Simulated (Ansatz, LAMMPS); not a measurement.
# Amorphous 93SiO2-7B2O3 (mol %) (88 atoms): geometry optimisation

Wanted: the relaxed structure of amorphous 93SiO2-7B2O3 (mol %) (88 atoms) and its electronic structure.

Main program and level: Ansatz 0.2.0; Kohn-Sham DFT, PBE, PAW (set soft_2), plane waves.

This is a report of a sequence of runs, with most program output left out.

### Step 1. The starting structure

The cell holds 88 atoms: 26 Si, 4 B and 58 O. Its edges and angles: a = 10.929 Å, b = 10.929 Å, c = 10.929 Å, α = 90.0°, β = 90.0°, γ = 90.0°. 88 atoms (26 Si, 4 B, 58 O) placed at random at 2.16 g/cm³, melted at 4000 K for 10 ps at fixed volume with the Buckingham and Coulomb pair potential of Guillot and Sator (Geochim. Cosmochim. Acta 71, 1249 (2007)) with the boron terms of Wang et al. (J. Non-Cryst. Solids 498, 294 (2018)). Quenched from 4000 K to 300 K at 100 K/ps and fixed volume, held 5 ps, then minimised at fixed cell.

What the set-up can't give: The quench rate of 100 K/ps is orders of magnitude faster than experiment, which tends to freeze in extra defects. The network of bonds at the start is that of the classical potential that made the cell. Only the Γ point is sampled in the main run, in a cell whose shortest periodic width is 11 Å.

### Step 2. The classical run that made the cell

A classical potential makes the cell, at a small fraction of what the same run would cost in DFT.

This step: classical MD, Buckingham and Coulomb pair potential of Guillot and Sator (Geochim. Cosmochim. Acta 71, 1249 (2007)) with the boron terms of Wang et al. (J. Non-Cryst. Solids 498, 294 (2018)) (LAMMPS 22 Jul 2025 - Update 4).

The input, in.lmp:

```
# melt-quench of Si26B4O58
units metal
atom_style charge
boundary p p p
region box block 0 10.9291 0 10.9291 0 10.9291
create_box 3 box
mass 1 28.0850   # Si
mass 2 10.8100   # B
mass 3 15.9990   # O
create_atoms 1 random 26 37530 NULL overlap 1.5 maxtry 2000
create_atoms 2 random 4 37537 NULL overlap 1.5 maxtry 2000
create_atoms 3 random 58 37544 NULL overlap 1.5 maxtry 2000
pair_style buck/coul/long 9.0
pair_coeff * * 0.0 1.0 0.0
pair_coeff 1 3 50306.10 0.161 46.2978   # Si-O
pair_coeff 2 3 206941.81 0.124 35.0018   # B-O
pair_coeff 3 3 9022.79 0.265 85.0921   # O-O
pair_coeff 2 2 484.40 0.35 0.0   # B-B
pair_coeff 1 2 337.70 0.29 0.0   # Si-B
set type 1 charge 1.89
set type 2 charge 1.4175
set type 3 charge -0.945
kspace_style pppm 1.0e-4
neigh_modify delay 0 every 1 check yes
thermo_style custom step time temp pe press density
thermo_modify norm yes
timestep 0.001
thermo 100
min_style cg
minimize 1e-4 1e-4 200 2000
reset_timestep 0
velocity all create 4000 37531 mom yes dist gaussian
fix lim all nve/limit 0.05
fix lan all langevin 4000 4000 0.1 37532 zero yes
# [... 12 lines left out ...]
thermo 2500
fix md all nvt temp 300 300 0.1
run 5000 post no
unfix md
thermo 100
min_style cg
minimize 0 1e-3 2000 20000
write_dump all custom glass.dump id type xs ys zs modify sort id
```

Command:

```
> lmp -in in.lmp -log none -nocite
```

The job ended after 22 s (1 thread of Intel Xeon Platinum 8375C at 2.90GHz (Ice Lake), shared host; peak memory 0.072 GiB).

### Step 3. Single point at the start

A single point comes first, to see the forces before anything moves.

The input, input.yaml:

```yaml
crystal:
  lattice:
    - [10.9291, 0.0, 0.0]
    - [0.0, 10.9291, 0.0]
    - [0.0, 0.0, 10.9291]
  atoms:
    - { symbol: Si, position: [0.19914, 0.66537, 0.66404] }
    - { symbol: Si, position: [0.55691, 0.31654, 0.07028] }
    - { symbol: Si, position: [0.41749, 0.46829, 0.27357] }
    - { symbol: Si, position: [0.16833, 0.40992, 0.15226] }
    - { symbol: Si, position: [0.98278, 0.60189, 0.0237] }
    - { symbol: Si, position: [0.32561, 0.25911, 0.94486] }
    - { symbol: Si, position: [0.31462, 0.98651, 0.06609] }
    - { symbol: Si, position: [0.20372, 0.05112, 0.33612] }
[... 76 atom lines left out ...]
    - { symbol: O, position: [0.43912, 0.47346, 0.73749] }
    - { symbol: O, position: [0.07044, 0.69397, 0.9427] }
    - { symbol: O, position: [0.58445, 0.77297, 0.22028] }
    - { symbol: O, position: [0.43207, 0.35326, 0.36931] }
kpoints:
  mp_grid: { grid: [1, 1, 1] }
hamiltonian:
  xc: pbe
scf:
  occupations: { method: fermi_dirac, width: 0.025 }
output:
  forces: true
```

Command:

```
> ansatz run input.yaml --threads 4 --pin off --max-ram 8192MiB --backend cpu --events-out ev --progress --plain --runs-dir out
```

It took 6.2 s on 4 threads of Intel Xeon Platinum 8375C at 2.90GHz (Ice Lake), shared host; peak memory 1.5 GiB.

Numbers from this run:

```yaml
free_energy: -50152.2929 eV
free_energy_per_atom: -569.9124 eV/atom
scf_cycles: 8
r_m_s_force_component: 0.6686 eV/Å
longest_force: 5.015 eV/Å
fermi_energy: 4.534 eV
```

The r.m.s. force component of 0.67 eV/Å sets the starting point.

Neighbours are counted within 2.08 Å (O-Si), 1.77 Å (O-B).

Length of the force by element and coordination:

| element | coordination | atoms | mean length of the force (eV/Å) | spread | least | most |
| --- | --- | --- | --- | --- | --- | --- |
| B | all | 4 | 1.16 | 0.329 | 0.696 | 1.57 |
| O | all | 58 | 0.663 | 0.317 | 0.153 | 1.67 |
| O | 1 | 1 | 1.53 | 0 | 1.53 | 1.53 |
| O | 2 | 56 | 0.632 | 0.277 | 0.153 | 1.67 |
| O | 3 | 1 | 1.51 | 0 | 1.51 | 1.51 |
| Si | all | 26 | 1.49 | 0.942 | 0.673 | 5.01 |

### Step 4. Cell and atoms relaxed

Cell and atoms are freed together, to release stress as well as forces.

Edit input.yaml of step 3 so:

```diff
@@ -15 +15,5 @@
   forces: true
+relax:
+  f_tol: 0.04
+  max_steps: 250
+  cell: {}
```

Run time: 2 min. Hardware: 4 threads; peak memory 1.5 GiB.

Step by step:

| step | energy less that of the first step (eV) | largest force component (eV/Å) | pressure (GPa) | volume (Å³) |
| --- | --- | --- | --- | --- |
| 1 | 0.0000 | 4.3582 | -1.51 | 1305.43 |
| 2 | -1.5654 | 2.7711 | -0.74 | 1304.39 |
| 3 | -2.6927 | 0.5092 | 0.28 | 1296.17 |
| 4 | -2.9698 | 0.7429 | 0.33 | 1285.07 |
| 5 | -3.0858 | 0.3006 | -0.34 | 1301.70 |
| 6 | -3.1599 | 0.2211 | -0.09 | 1301.00 |
| 7 | -3.2380 | 0.1456 | -0.01 | 1301.44 |
| 8 | -3.2833 | 0.1150 | -0.08 | 1300.98 |
| 9 | -3.2503 | 0.3742 | -0.11 | 1296.44 |
| 10 | -3.3126 | 0.2464 | 0.07 | 1298.64 |
| 11 | -3.3066 | 0.3222 | -0.13 | 1300.00 |
| 12 | -3.3234 | 0.1932 | 0.00 | 1298.58 |
| 13 | -3.3297 | 0.0788 | 0.01 | 1298.44 |
| 14 | -3.3289 | 0.0203 | -0.01 | 1298.91 |
| 15* | -3.3685 | 0.0194 | 0.02 | 1298.91 |
| 16 | -3.3781 | 0.0441 | 0.02 | 1298.16 |
| 17 | -3.3783 | 0.0154 | 0.00 | 1298.76 |
| 18* | -3.3806 | 0.0152 | 0.00 | 1298.76 |

Relaxation steps marked * repeat the geometry before them on a plane-wave basis chosen anew for their cell, so energy and pressure can jump there. Relaxation steps 9, 11 were tried and not accepted.

| cell as run | before | after | change |
| --- | --- | --- | --- |
| a (Å) | 10.929 | 11.123 | +1.8 % |
| b (Å) | 10.929 | 10.946 | +0.2 % |
| c (Å) | 10.929 | 10.687 | -2.2 % |
| α (°) | 90.00 | 89.86 | -0.2 % |
| β (°) | 90.00 | 93.11 | +3.5 % |
| γ (°) | 90.00 | 91.57 | +1.7 % |
| volume (Å³/atom) | 14.83 | 14.76 | -0.5 % |

The atoms that moved most (Å, as changes of fractional coordinates times the final cell):

| atom | dx | dy | dz | length |
| --- | --- | --- | --- | --- |
| Si14 | -0.194 | -1.019 | -0.134 | 1.046 |
| O59 | -0.269 | -0.742 | -0.349 | 0.863 |
| O78 | -0.114 | 0.634 | -0.073 | 0.648 |
| O84 | 0.328 | -0.364 | -0.409 | 0.638 |
| O38 | -0.163 | -0.519 | -0.119 | 0.557 |
| O33 | 0.236 | 0.339 | 0.313 | 0.518 |
| O71 | -0.404 | -0.028 | 0.266 | 0.485 |
| O81 | 0.436 | 0.197 | 0.064 | 0.483 |

The relaxation changed the energy by -38.4 meV/atom, and atoms moved by 0.31 Å r.m.s., 1.0 Å at most.

### Step 5. Structure statistics after relaxation

Bonds before and after, by the cutoffs listed below:

| pair | bonds before | bonds after | mean before (Å) | mean after (Å) | spread before (Å) | spread after (Å) |
| --- | --- | --- | --- | --- | --- | --- |
| O-Si | 104 | 103 | 1.637 | 1.631 | 0.020 | 0.016 |
| O-B | 12 | 12 | 1.392 | 1.375 | 0.004 | 0.006 |

Density 2.18 g/cm³, 14.76 Å³ an atom.

Pair distribution functions g(r), in bins of 0.2 Å:

| r (Å) | total | O-O | O-Si | O-B | Si-Si | Si-B | B-B |
| --- | --- | --- | --- | --- | --- | --- | --- |
| 1.30 | 0.84 | 0.00 | 0.00 | 14.15 | 0.00 | 0.00 | 0.00 |
| 1.50 | 0.06 | 0.00 | 0.15 | 0.00 | 0.00 | 0.00 | 0.00 |
| 1.70 | 5.15 | 0.00 | 13.20 | 0.00 | 0.00 | 0.00 | 0.00 |
| 1.90 | 0.00 | 0.00 | 0.00 | 0.00 | 0.00 | 0.00 | 0.00 |
| 2.10 | 0.00 | 0.00 | 0.00 | 0.00 | 0.00 | 0.00 | 0.00 |
| 2.30 | 0.21 | 0.49 | 0.00 | 0.00 | 0.00 | 0.00 | 0.00 |
| 2.50 | 0.61 | 1.37 | 0.00 | 0.00 | 0.00 | 0.81 | 0.00 |
| 2.70 | 2.46 | 5.42 | 0.04 | 0.30 | 0.00 | 2.70 | 0.00 |
| 2.90 | 0.60 | 0.55 | 0.17 | 0.78 | 1.60 | 4.23 | 0.00 |
| 3.10 | 0.69 | 0.34 | 0.17 | 0.90 | 4.78 | 0.00 | 0.00 |
| 3.30 | 0.69 | 0.50 | 0.68 | 1.61 | 1.02 | 0.48 | 5.65 |
| 3.50 | 0.89 | 0.70 | 1.20 | 1.83 | 0.00 | 0.41 | 0.00 |
| 3.70 | 0.85 | 0.62 | 1.30 | 1.15 | 0.00 | 0.36 | 0.00 |
| 3.90 | 1.26 | 0.71 | 1.87 | 2.19 | 0.49 | 1.64 | 4.20 |
| 4.10 | 1.15 | 0.63 | 1.90 | 0.81 | 0.63 | 1.19 | 0.00 |
| 4.30 | 1.16 | 0.91 | 1.55 | 0.58 | 1.14 | 1.08 | 0.00 |
| 4.50 | 0.81 | 1.02 | 0.65 | 0.66 | 0.60 | 0.73 | 3.23 |
| 4.70 | 1.03 | 1.33 | 0.59 | 0.92 | 1.40 | 1.58 | 0.00 |
| 4.90 | 1.14 | 1.46 | 0.79 | 1.02 | 1.21 | 0.82 | 2.72 |
| 5.10 | 1.12 | 1.48 | 0.69 | 0.78 | 1.71 | 0.57 | 0.00 |

Bonds by pair of elements; cutoffs follow the first minimum of g(r), held within bounds set by covalent radii, and pairs that aren't listed don't count as bonded:

| pair A-B | cutoff (Å) | bonds | mean length (Å) | spread (Å) | shortest (Å) | B about A | A about B |
| --- | --- | --- | --- | --- | --- | --- | --- |
| O-Si | 2.08 | 103 | 1.63 | 0.016 | 1.53 | 1.78 | 3.96 |
| O-B | 1.77 | 12 | 1.38 | 0.006 | 1.36 | 0.207 | 3 |

How many atoms have how many bonded neighbours:

| element | mean | 1 | 2 | 3 | 4 |
| --- | --- | --- | --- | --- | --- |
| B | 3 | 0 | 0 | 4 | 0 |
| O | 1.98 | 1 | 57 | 0 | 0 |
| Si | 3.96 | 0 | 0 | 1 | 25 |

Bond angles, per cent of each kind in bins of 5°:

| angle (°) | O-Si-O | Si-O-Si | B-O-Si | O-B-O |
| --- | --- | --- | --- | --- |
| 100–105 | 11.8 | 0.0 | 0.0 | 0.0 |
| 105–110 | 47.7 | 0.0 | 0.0 | 0.0 |
| 110–115 | 31.4 | 0.0 | 8.3 | 0.0 |
| 115–120 | 5.9 | 2.2 | 0.0 | 50.0 |
| 120–125 | 3.3 | 4.4 | 8.3 | 50.0 |
| 125–130 | 0.0 | 4.4 | 16.7 | 0.0 |
| 130–135 | 0.0 | 11.1 | 8.3 | 0.0 |
| 135–140 | 0.0 | 11.1 | 16.7 | 0.0 |
| 140–145 | 0.0 | 26.7 | 0.0 | 0.0 |
| 145–150 | 0.0 | 11.1 | 33.3 | 0.0 |
| 150–155 | 0.0 | 11.1 | 8.3 | 0.0 |
| 155–160 | 0.0 | 8.9 | 0.0 | 0.0 |
| 160–165 | 0.0 | 2.2 | 0.0 | 0.0 |
| 165–170 | 0.0 | 4.4 | 0.0 | 0.0 |
| 170–175 | 0.0 | 0.0 | 0.0 | 0.0 |
| 175–180 | 0.0 | 2.2 | 0.0 | 0.0 |

Bond angles (no mean is given where the spread exceeds 20°):

| angle | count | mean (°) | spread (°) |
| --- | --- | --- | --- |
| O-Si-O | 153 | 110 | 4.2 |
| Si-O-Si | 45 | 144 | 11.9 |
| B-O-Si | 12 | 137 | 12.3 |
| O-B-O | 12 | 120 | 1.8 |

Oxygen atoms by the number of network formers (Si, P, Ge, B, Al, As, Ga) bound to them:

| network formers bound to O | O atoms | per cent |
| --- | --- | --- |
| 0 | 0 | 0 |
| 1 | 1 | 1.7 |
| 2 | 57 | 98.3 |

Network units: each former by its oxygen neighbours and how many of them bridge to another former:

| former | O neighbours | bridging O | atoms |
| --- | --- | --- | --- |
| Si | 3 | 2 | 1 |
| Si | 4 | 4 | 25 |
| B | 3 | 3 | 4 |

Bond length by coordination (bonds to H left out):

| element | coordination | atoms | mean bond length (Å) |
| --- | --- | --- | --- |
| O | 1 | 1 | 1.53 |
| O | 2 | 57 | 1.60 |
| Si | 3 | 1 | 1.59 |
| Si | 4 | 25 | 1.63 |

Rings of the network by King's shortest-path rule, up to 12 atoms, one path for each pair of neighbours; H, halogens, alkali and alkaline-earth atoms are left out, and the last column divides by all other atoms, bonded or not:

| ring size (atoms) | rings | per network atom |
| --- | --- | --- |
| 8 | 5 | 0.057 |
| 10 | 11 | 0.125 |
| 12 | 7 | 0.08 |

With the cutoffs above, all B atoms have 3, 98 % of O atoms have 2 and 96 % of Si atoms have 4 bonded neighbours. The O-Si-O angle averages 110° with a spread of 4°. 98 % of the oxygens bridge two formers (Si and B) and 2 % are non-bridging. The commonest Si unit has 4 oxygens, 4 of them shared with other formers (25 of 26 atoms). Rings of 10 atoms are the most common (48 % of those counted); sizes run from 8 to 12, where the search stops.

### Step 6. Single point at the relaxed geometry

The electronic structure is read at the final geometry, in a run of its own.

The input, input.yaml:

```yaml
crystal:
  lattice:
    - [11.11789, -0.15122, -0.29577]
    - [-0.15122, 10.94503, 0.01089]
    - [-0.29577, 0.01089, 10.68299]
  atoms:
    - { symbol: Si, position: [0.1953, 0.66847, 0.65953] }
    - { symbol: Si, position: [0.55742, 0.33793, 0.08329] }
    - { symbol: Si, position: [0.41466, 0.46292, 0.27837] }
    - { symbol: Si, position: [0.15814, 0.41186, 0.15038] }
    - { symbol: Si, position: [0.98797, 0.60781, 0.02758] }
    - { symbol: Si, position: [0.30755, 0.27782, 0.94546] }
    - { symbol: Si, position: [0.30717, 0.009, 0.05706] }
    - { symbol: Si, position: [0.20857, 0.05747, 0.32924] }
[... 76 atom lines left out ...]
    - { symbol: O, position: [0.45433, 0.4725, 0.73195] }
    - { symbol: O, position: [0.07559, 0.69468, 0.94371] }
    - { symbol: O, position: [0.55692, 0.73965, 0.21092] }
    - { symbol: O, position: [0.45291, 0.35095, 0.37064] }
kpoints:
  mp_grid: { grid: [1, 1, 1] }
hamiltonian:
  xc: pbe
scf:
  occupations: { method: fermi_dirac, width: 0.025 }
output:
  forces: true
  stress: true
  populations: true
  dos:
    method: { smearing: { sigma: 0.08 } }
    de: 0.05
    projected: { site_lists: { B: [B], O: [O], Si: [Si] } }
  eigenvalues: true
  write_density: true
  write_potential: true
  volumetric_format: npy
```

Run time: 9.7 s. Hardware: 4 threads; peak memory 1.5 GiB; 36 s of CPU time.

The program notes that the exchange-correlation potential is rough where the density is thin.

Read from the output:

| Item | Value |
| --- | --- |
| free energy | -50155.6734 eV |
| free energy per atom | -569.9508 eV/atom |
| SCF cycles | 8 |
| pressure | 0.001985 GPa |
| r.m.s. force component | 0.00417 eV/Å |
| longest force | 0.01641 eV/Å |
| Fermi energy | 3.844 eV |
| gap (highest filled to lowest empty level) | 4.477 eV |
| spilling of the projection | 0.0133 |

Löwdin charges by element and coordination (they lack the spilled electrons, 0.070 e an atom on average):

| element | coordination | atoms | mean charge (e) | spread | least | most |
| --- | --- | --- | --- | --- | --- | --- |
| B | all | 4 | 0.662 | 0.0238 | 0.623 | 0.683 |
| O | all | 58 | -0.741 | 0.0804 | -0.798 | -0.574 |
| O | 1 | 1 | -0.776 | 0 | -0.776 | -0.776 |
| O | 2 | 57 | -0.741 | 0.081 | -0.798 | -0.574 |
| Si | all | 26 | 1.79 | 0.0263 | 1.67 | 1.82 |
| Si | 3 | 1 | 1.67 | 0 | 1.67 | 1.67 |
| Si | 4 | 25 | 1.79 | 0.0122 | 1.76 | 1.82 |

States in the cell by windows of 1 eV, zero at the Fermi level; the larger projections on atomic orbitals stand beside the total:

| from (eV) | to (eV) | total | O p | Si p |
| --- | --- | --- | --- | --- |
| -10 | -9 | 19.9 | 14.3 | 2.2 |
| -9 | -8 | 43.4 | 33.0 | 7.9 |
| -8 | -7 | 18.8 | 14.6 | 3.0 |
| -7 | -6 | 25.3 | 19.8 | 2.4 |
| -6 | -5 | 58.8 | 52.0 | 3.3 |
| -5 | -4 | 76.5 | 71.2 | 2.3 |
| -4 | -3 | 62.8 | 60.6 | 0.7 |
| -3 | -2 | 8.7 | 8.2 | 0.3 |
| -2 | 2 | 0.0 | 0.0 | 0.0 |
| 2 | 3 | 2.0 | 0.1 | 0.1 |
| 3 | 4 | 5.8 | 0.9 | 1.9 |
| 4 | 5 | 19.4 | 2.4 | 4.3 |

Between -23 and -10 eV lie 150 more states.

The levels nearest the highest filled one (over half full), pooled over k-points and spins:

| level less the highest filled one (eV) | occupation |
| --- | --- |
| -0.858 | 2 |
| -0.77 | 2 |
| -0.710 | 2 |
| -0.616 | 2 |
| -0.215 | 2 |
| 0 | 2 |
| 4.48 | 0 |
| 5.44 | 0 |
| 6.00 | 0 |
| 6.23 | 0 |
| 6.28 | 0 |
| 6.33 | 0 |

Valence density in the ac plane at fractional y = 0.188, with atoms of Si and B and O within 0.2 Å of it. It is the smooth field of the valence electrons, not physical close to the nuclei.

Ten steps, logarithmic in the rise over the least value, from '0' (0.0 e/Å³) to '9' (6.1 e/Å³), each cell a mean:
```
0000013577642111000000000000000
0000012466532110000000001122100
0000001233321000000011112333210
0000000111110011111233433343321
0000000011000123333456654323321
0000000000001234454566654323321
0000000000001234455554444455421
0000000000000122344432223567531
0000000000000111222211113588641
0000000000011233211111123577631
0000000001123566421123333455421
0000000011235788642356765323321
1000001234335788533479986324442
2100013677544555322479975445653
3221125899743222111346643345664
3332235899632111001122211134554
3443223565321000111100000123443
2332111222100001233210000123442
3332100000000013676421001246654
3221000000000125899631001368864
1110000000000125788531001357753
0000000011100013555310000234431
0000001233321111222100000011110
0000012456532111110000000000000
```
Columns run along a (11.1 Å), rows up along c (10.7 Å). Atoms in or near the plane, at fractional coordinates: Si at (0.85, 0.49), Si at (0.84, 0.77), Si at (0.99, 0.27), B at (0.60, 0.74), O at (0.27, 0.37), O at (0.70, 0.45).

Electrostatic potential energy in the ac plane at fractional y = 0.188, with atoms of Si and B and O within 0.2 Å of it. With pseudopotentials it is smooth inside the atoms' cores, unlike the true potential.

Ten even steps from '_' (-43 eV) to '@' (9 eV), each cell a mean:
```
@@@@@@@@@@@@@@%%++==**%%@@@@@@@@@@@@@@@@@@@@@@@@@@@@@@@@@@@@@@
@@@@@@@@@@@@@@%%##**##%%@@@@@@@@@@@@@@@@@@@@@@@@@@@@@@@@@@@@@@
@@@@@@@@@@@@@@@@%%%%%%%%@@@@@@@@@@@@@@@@@@@@@@@@@@%%%%%%@@@@@@
@@@@@@@@@@@@@@@@@@@@@@@@@@@@@@@@@@@@%%%%@@@@@@%%##++==++##%%@@
@@@@@@@@@@@@@@@@@@@@@@@@@@@@@@@@%%##++++########==______==%%@@
@@@@@@@@@@@@@@@@@@@@@@@@@@@@@@@@##--____++######--______==%%@@
@@@@@@@@@@@@@@@@@@@@@@@@@@@@@@@@##--____++%%%%%%**::..--##%%@@
@@@@@@@@@@@@@@@@@@@@@@@@@@@@@@@@%%##++**%%@@@@@@%%##++++##@@@@
@@@@@@@@@@@@@@@@@@@@@@@@@@@@@@@@@@@@@@@@@@@@@@@@@@##--::**@@@@
@@@@@@@@@@@@@@@@@@@@@@@@@@@@@@@@@@@@@@@@@@@@@@@@%%##++++##@@@@
@@@@@@@@@@@@@@@@@@@@@@%%%%%%####@@@@@@@@@@@@@@%%##==::--**%%@@
@@@@@@@@@@@@@@@@@@%%######==..::##%%%%@@%%**++##==______--##@@
@@@@@@@@@@@@@@@@@@%%**==++==::--##%%%%%%++____::==______==%%@@
@@@@@@@@@@@@@@##++++**++++####%%%%%%%%%%++....==##==--==**%%@@
%%@@@@@@@@@@%%::____++####%%@@@@@@@@@@@@@@####%%%%%%%%######%%
++##%%@@@@@@%%::__..##@@@@@@@@@@@@@@@@@@@@@@@@@@@@@@@@%%##**++
__::##%%@@@@@@%%##%%@@@@@@@@@@@@@@@@@@@@@@@@@@@@@@@@@@%%**::__
__..**%%@@@@@@@@@@@@@@@@@@@@@@@@@@@@@@@@@@@@@@@@@@@@@@%%**..__
..++%%@@@@@@@@@@@@@@@@@@@@@@@@@@##++**%%@@@@@@@@@@@@@@##**--..
##%%@@@@@@@@@@@@@@@@@@@@@@@@@@%%--__..##@@@@@@@@@@@@##----**##
@@@@@@@@@@@@@@@@@@@@@@@@@@@@@@%%==..--%%@@@@@@@@@@@@%%++++%%@@
@@@@@@@@@@@@@@@@@@@@@@@@@@@@@@@@%%%%%%@@@@@@@@@@@@@@@@@@@@@@@@
@@@@@@@@@@@@@@@@@@@@@@@@@@@@@@@@@@@@@@@@@@@@@@@@@@@@@@@@@@@@@@
@@@@@@@@@@@@@@@@####%%%%@@@@@@@@@@@@@@@@@@@@@@@@@@@@@@@@@@@@@@
```
Columns run along a (11.1 Å; values clipped at the 3rd and 97th percentile), rows up along c (10.7 Å). Atoms in or near the plane, at fractional coordinates: Si at (0.85, 0.49), Si at (0.84, 0.77), Si at (0.99, 0.27), B at (0.60, 0.74), O at (0.27, 0.37), O at (0.70, 0.45).

Mean Löwdin charges: B +0.66, O -0.74, Si +1.79 e (they miss 1.3 % of the electrons, so they add up to more than the cell's charge).

Local excerpt of 8 atoms (numbers count through the whole input) about Si14, which has 3 bonded neighbours where the commonest count for Si is 4; x, y, z are measured from there.

| atom | x | y | z | distance (Å) | bonds | Löwdin charge (e) |
| --- | --- | --- | --- | --- | --- | --- |
| Si14 | 0.00 | 0.00 | 0.00 | 0.00 | 3 | 1.67 |
| O59 | -1.45 | -0.49 | 0.05 | 1.53 | 1 | -0.78 |
| O38 | 0.88 | 0.11 | -1.34 | 1.61 | 2 | -0.77 |
| O87 | 0.80 | 0.51 | 1.34 | 1.64 | 2 | -0.76 |
| O35 | 0.34 | -2.61 | 0.86 | 2.77 | 2 | -0.78 |
| Si20 | 0.27 | 0.27 | 2.90 | 2.93 | 4 | 1.80 |
| Si21 | 1.78 | 0.83 | -2.52 | 3.19 | 4 | 1.81 |
| O71 | -0.51 | -1.14 | 2.94 | 3.20 | 2 | -0.78 |

The column of bonds counts only the pairs O-Si within 2.08 Å, O-B within 1.77 Å; other neighbours, such as metal atoms beside each other in a compound, aren't counted, and periodic images can show an atom twice.

(Part 1 of 2 ends here.)

[Logs are printed without paths, hosts, clocks, repeated set-up lines and the standing remarks that a program may print on its own settings, such as how far it seeks lower states.]

[Hosts, paths, dates, database ids (printed as entryN), source tags and the programs' standing remarks are cut or masked in the printed files.]
